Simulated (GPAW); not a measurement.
SrCl2 (Fm-3m): ε∞ against the local-field cutoff

The size of the dielectric matrix of SrCl2 (Fm-3m) is raised step by step, on the same bands.

Cell: a, b, c = 4.933, 4.933, 4.933 Å (primitive vectors), 3 atoms.

Method: GPAW 26.7.0, PBE, RPA, k-mesh 9×9×9, Lorentzian half width 0.15 eV.

Launch of the response step: `OMP_NUM_THREADS=1 python df.py`. The series took 8.1 min in all, its band step included, on 1 thread of Arm Neoverse V1, on a shared host.

```tsv
cutoff (eV)	time of the step (s)	ε∞
20	29	2.9101
40	29	2.7266
60	37	2.7224
100	48	2.7104
150	95	?
```

The number of plane waves grows as cutoff^(3/2); a common extrapolation takes the result as linear in its inverse.

Working, on the rows shown:

| x = cutoff^(−3/2) (eV^−3/2) | y = ε∞ |
| --- | --- |
| 0.0111803 | 2.9101 |
| 0.00395285 | 2.7266 |
| 0.00215166 | 2.7224 |
| 0.001 | 2.7104 |

Means: x̄ = 0.0045712, ȳ = 2.7674. Σ(x − x̄)(y − ȳ) = 0.001281, Σ(x − x̄)² = 6.267e-05. Slope = 0.001281 / 6.267e-05 = 20.44; intercept = ȳ − slope · x̄ = 2.674. The line misses the rows shown by at most 0.028.

Question: What does the fit predict for the withheld row, and how well does it do?

Answer: At x = 0.00054433 the line gives y = 2.6851. The run gave 2.7081, so the extrapolation is off by 0.023, 11 % of the range in the table. The law describes these rows poorly: it misses even the rows shown by over a tenth of the range.

Refitted with all rows, the slope is 19.46 and the intercept 2.6823. The line reaches 2.682 at infinite cutoff, 1.0 % from the last run, while the last two runs differ by 0.08 %. ε∞ moves in steps as shells of reciprocal vectors enter, so the limit is good only to about the larger of these. Excitons are left out; PBE gaps are as a rule too small. The values come from a sum over the points of one k-mesh and carry its error, which grows as the direct gap shrinks. Spin-orbit coupling is left out.

[Logs are printed without paths, hosts, clocks, repeated set-up lines and the standing remarks that a program may print on its own settings, such as how far it seeks lower states.]
